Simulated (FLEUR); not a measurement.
# Collinear magnetic orders of HoRh with FLEUR, part 3 of 3

Aim: find out whether HoRh carries moments, and which collinear order costs least.

FLEUR MaX-R8.1; PBEsol with U = 8.2 eV, J = 0.7 eV on Ho f; all-electron FLAPW, Dirac cores, scalar-relativistic bands.

So far, largest spin moment in the muffin-tin sphere (μB): step 2 (order 1, typed as ferro +) 4.06; step 3 (run 2 (antiferro q=(0,0,1/2) +-)) 4.05; step 4 (start 3: antiferro q=(0,1/2,1/2) +-) 4.05.

### Step 6. Spin–orbit coupling, moments along [001]

Level of this step: PBEsol with U = 8.2 eV, J = 0.7 eV on Ho f; all-electron FLAPW, Dirac cores, scalar-relativistic bands with spin-orbit coupling (FLEUR).

Spin–orbit coupling ties the spins to the lattice and lets orbital moments form.

A new self-consistent run of the start ferro +, with the moments along z. Here n_mmp_mat seeds f states of whole m by Hund's three rules. The k list default-1 (kpts.xml, not shown) is a Γ-centred 8×8×8 mesh.

inp.xml reads:

```
<?xml version="1.0" encoding="UTF-8" standalone="no"?>
<fleurInput fleurInputVersion="0.39">
   <comment>
      HoRh
   </comment>
   <calculationSetup>
      <cutoffs Kmax="3.6" Gmax="14.4" GmaxXC="14.4" numbands="76"/>
      <scfLoop itmax="130" minDistance="0.0001" maxIterBroyd="15" imix="Anderson" alpha="0.05" precondParam="0.0" spinf="2.0" sdNocoIR="T"/>
      <coreElectrons ctail="T" frcor="F" kcrel="0" coretail_lmax="0"/>
      <xcFunctional name="PBEs" relativisticCorrections="F"/>
      <magnetism jspins="2"/>
      <soc l_soc="T" theta="0.0" phi="0.0" spav="F"/>
      <expertModes spex="0" secvar="F"/>
      <geometryOptimization l_f="F" forcealpha="1.0" forcemix="BFGS" epsdisp="0.00001" epsforce="0.00001"/>
      <ldaU l_linMix="F" mixParam="0.05" spinf="1.0"/>
   </calculationSetup>
   <cell>
      <bzIntegration valenceElectrons="36.0" mode="hist" fermiSmearingEnergy="0.00293995">
         <kPointListSelection listName="default-1"/>
         <xi:include xmlns:xi="http://www.w3.org/2001/XInclude" href="kpts.xml"> </xi:include>
      </bzIntegration>
      <xi:include xmlns:xi="http://www.w3.org/2001/XInclude" href="sym.xml"> </xi:include>
      <bulkLattice scale="1.0">
         <bravaisMatrix>
            <row-1>    6.4023921101447998     0.0000000000000000     0.0000000000000000</row-1>
            <row-2>    0.0000000000000000     6.4023921101447998     0.0000000000000000</row-2>
            <row-3>    0.0000000000000000     0.0000000000000000     6.4023921101447998</row-3>
         </bravaisMatrix>
      </bulkLattice>
   </cell>
   <atomSpecies>
      <species name="Holmium (H4.000" element="Ho" atomicNumber="67">
         <mtSphere radius="2.7" gridPoints="893" logIncrement="0.015"/>
         <atomicCutoffs lmax="10" lnonsphr="8"/>
         <electronConfig flipSpins="F">
            <coreConfig>(1s1/2) (2s1/2) (2p1/2) (2p3/2) (3s1/2) (3p1/2) (3p3/2) (4s1/2) (3d3/2) (3d5/2) (4p1/2) (4p3/2) (4d3/2) (4d5/2)</coreConfig>
            <valenceConfig>(5s1/2) (5p1/2) (5p3/2) (6s1/2) (4f5/2) (4f7/2)</valenceConfig>
            <stateOccupation state="(4f5/2)" spinUp="3.0" spinDown="1.7142857142857"/>
            <stateOccupation state="(4f7/2)" spinUp="4.0" spinDown="2.2857142857143"/>
         </electronConfig>
         <energyParameters s="6" p="6" d="5" f="4"/>
         <ldaU l="3" U="8.2" J="0.7" l_amf="F"/>
         <lo type="SCLO" l="0" n="5" eDeriv="0"/>
         <lo type="SCLO" l="1" n="5" eDeriv="0"/>
      </species>
      <species name="Rhodium (Rh)" element="Rh" atomicNumber="45">
         <mtSphere radius="2.7" gridPoints="893" logIncrement="0.014"/>
         <atomicCutoffs lmax="10" lnonsphr="8"/>
         <electronConfig flipSpins="F">
            <coreConfig>(1s1/2) (2s1/2) (2p1/2) (2p3/2) (3s1/2) (3p1/2) (3p3/2) (4s1/2) (3d3/2) (3d5/2)</coreConfig>
            <valenceConfig>(4p1/2) (4p3/2) (5s1/2) (4d3/2) (4d5/2)</valenceConfig>
            <stateOccupation state="(5s1/2)" spinUp="0.500000" spinDown="0.500000"/>
            <stateOccupation state="(4d3/2)" spinUp="1.600000" spinDown="1.600000"/>
            <stateOccupation state="(4d5/2)" spinUp="2.400000" spinDown="2.400000"/>
         </electronConfig>
         <energyParameters s="5" p="5" d="4" f="4"/>
         <lo type="SCLO" l="1" n="4" eDeriv="0"/>
      </species>
   </atomSpecies>
   <atomGroups>
      <atomGroup species="Holmium (H4.000">
         <relPos label="                   1">.0000000000 .0000000000 .0000000000</relPos>
         <force calculate="T" relaxXYZ="TTT"/>
      </atomGroup>
      <atomGroup species="Rhodium (Rh)">
         <relPos label="                   2">1.000/2.000 1.000/2.000 1.000/2.000</relPos>
         <force calculate="T" relaxXYZ="TTT"/>
      </atomGroup>
   </atomGroups>
   <output dos="F" band="F" slice="F">
      <bandDOS minEnergy="-.5*Htr" maxEnergy="0.5*Htr" sigma="0.015" storeEVData="T"/>
      <plotting iplot="0" polar="F">
         <plot TwoD="T" vec1="  1.0  0.0  0.0" vec2="  0.0  1.0  0.0" vec3="  0.0  0.0  1.0" zero="  0.0  0.0  0.0" file="plot"/>
      </plotting>
      <moessbauerParams electricFieldGradient="F" isomerShift="F" coreHyperfine="F" valenceHyperfine="F"/>
   </output>
</fleurInput>
```

crystal.txt reads:

```
HoRh
&input film=F cartesian=F /
3.38800000000  0.00000000000  0.00000000000
0.00000000000  3.38800000000  0.00000000000
0.00000000000  0.00000000000  3.38800000000
1.8897261246
1.0 1.0 1.0

2
67 0.00000000000  0.00000000000  0.00000000000 : 4.000
45 0.50000000000  0.50000000000  0.50000000000

&soc 0.0000000 0.0000000 /
&kpt div1=8 div2=8 div3=8 gamma=T /
```

Launch:

```bash
OMP_NUM_THREADS=1 inpgen -f crystal.txt > inpgen.log  # inp.xml is then edited as shown
OMP_NUM_THREADS=1 mpirun -n 4 fleur_MPI > fleur.log
```

Log:

```text
[banner, memory and clock lines left out]
Welcome to FLEUR        (www.flapw.de)
      MaX-Release 8.1          (www.max-centre.eu)

 ========== k-point set info ==========
 Selected k-point list: default-1
 k-point list type: mesh
 0 x 0 x 0
 Number of k points: 92

 [... set-up left out ...]
 Iteration:     1   Distance:      37.04611646 me/bohr^3
 Iteration:     2   Distance:      31.00902141 me/bohr^3
 Iteration:     3   Distance:      29.01325210 me/bohr^3
 Iteration:     4   Distance:      22.66992201 me/bohr^3
 Iteration:     5   Distance:      10.15112012 me/bohr^3
 Iteration:     6   Distance:       9.42487848 me/bohr^3
 Iteration:     7   Distance:       2.70370358 me/bohr^3
 Iteration:     8   Distance:       1.01081549 me/bohr^3
 Iteration:     9   Distance:       0.41852157 me/bohr^3
 Iteration:    10   Distance:       0.22821592 me/bohr^3
[... 49 iterations left out ...]
 Iteration:    60   Distance:       0.00113548 me/bohr^3
 Iteration:    61   Distance:       0.00075205 me/bohr^3
 Iteration:    62   Distance:       0.00054728 me/bohr^3
 Iteration:    63   Distance:       0.00103606 me/bohr^3
 Iteration:    64   Distance:       0.00062292 me/bohr^3
 Iteration:    65   Distance:       0.00062347 me/bohr^3
 Iteration:    66   Distance:       0.00026091 me/bohr^3
 Iteration:    67   Distance:       0.00023119 me/bohr^3
 Iteration:    68   Distance:       0.00016247 me/bohr^3
 Iteration:    69   Distance:       0.00005127 me/bohr^3

 ********************************************************************
 Run finished successfully
 Stop message:
   all done
 ********************************************************************

--- out.xml (last complete iteration) ---
<iteration numberForCurrentRun="   69" overallNumber="   69">
         [... left out ...]
         <bandgap value="0.0013751726" units="eV"/>
         <sumValenceSingleParticleEnergies value="-8.5486045486" units="Htr"/>
         <FermiEnergy value="0.3978622588" units="Htr"/>
         [... left out ...]
         <magneticMomentsInMTSpheres units="muBohr">
            <globalMagMoment atomType="1" vec="0.00000   0.00000   4.04110"/>
            <globalMagMoment atomType="2" vec="0.00000   0.00000  -0.04446"/>
         </magneticMomentsInMTSpheres>
         <orbitalMomentsInMTSpheres units="muBohr">
            <globalMagMoment atomType="1" vec="0.00000   0.00000   5.92758"/>
            <globalMagMoment atomType="2" vec="0.00000   0.00000  -0.01748"/>
         </orbitalMomentsInMTSpheres>
         [... left out ...]
         <totalEnergy value="   -17407.4687268179" units="Htr">
            <sumOfEigenvalues value="   -10596.6647932334">
               <coreElectrons value="-10588.1161886848"/>
               <valenceElectrons value="-8.5486045486"/>
            </sumOfEigenvalues>
         [... left out ...]
            <freeEnergy value="-17407.4698117319"/>
            <extrapolationTo0K value="-17407.4692692749"/>
         </totalEnergy>
         [... left out ...]
         <ldaUDensityMatrixConvergence>
            <distance spin="1" distance="0.000000"/>
            <distance spin="2" distance="0.000002"/>
         </ldaUDensityMatrixConvergence>
         <densityConvergence units="me/bohr^3">
            <chargeDensity spin="1" distance="0.0000284746"/>
            <chargeDensity spin="2" distance="0.0000336487"/>
            <overallChargeDensity distance="0.0000354650"/>
            <spinDensity distance="0.0000512670"/>
         </densityConvergence>
      </iteration>
```

The job ended after 5.1 min (4 MPI ranks of Arm Neoverse V1, shared host; peak memory 0.38 GiB; 20 min of CPU time).

Read from the output:

```yaml
free_energy: -473681.3846 eV
program_s_band_gap_on_this_mesh_in_a_metal_only_a_level_spacing: 0.001375 eV
magnetization: 4.048 μB
final_state: ferromagnetic
largest_moment: 4.041 μB
orbital_moment_along_the_spin: 5.928 μB
```

Orbital moment in the sphere, along the spin axis by atom:

```csv
atom,"orbital moment in the sphere, along the spin axis (μB)"
Ho1,5.93
Rh2,-0.02
```

### Step 7. Summary of results

- lowest state found: ferromagnetic (typed ferro +)
- largest site spin moment: 4.06 μB
- next finished state: antiferromagnetic, 1.06 meV a seeded atom higher
- orbital moment on the atom of largest spin, along its spin (spin–orbit run): 5.93 μB
- spin plus orbital moment: Ho 9.97 μB

The lowest state found is ferromagnetic, reached from the start ferro +, with moments up to 4.06 μB. The two lowest states lie so close that the mesh, the functional or spin–orbit coupling could swap them. The orbital moment is parallel to the spin, as Hund's third rule has it for a shell over half filled. The f shell was seeded by Hund's rules, so the run need not end in the lowest state; crystal-field states that mix several m can carry less. This is the lowest of 3 finished starts, no proof of the ground state. Open f shells have many stationary orbital fillings, so the state need not be the lowest, and spin-only moments miss the orbital part.

[Logs and program files are shortened in this print: banners, set-up blocks, solver, clock and traceback lines can be left out without a mark of their own.]

[Logs are printed without paths, hosts, clocks, repeated set-up lines and the standing remarks that a program may print on its own settings, such as how far it seeks lower states.]

[Hosts, paths, dates, database ids (printed as entryN), source tags and the programs' standing remarks are cut or masked in the printed files.]

[Where a cell is said to come from a database of computed structures, the database is the Materials Project.]
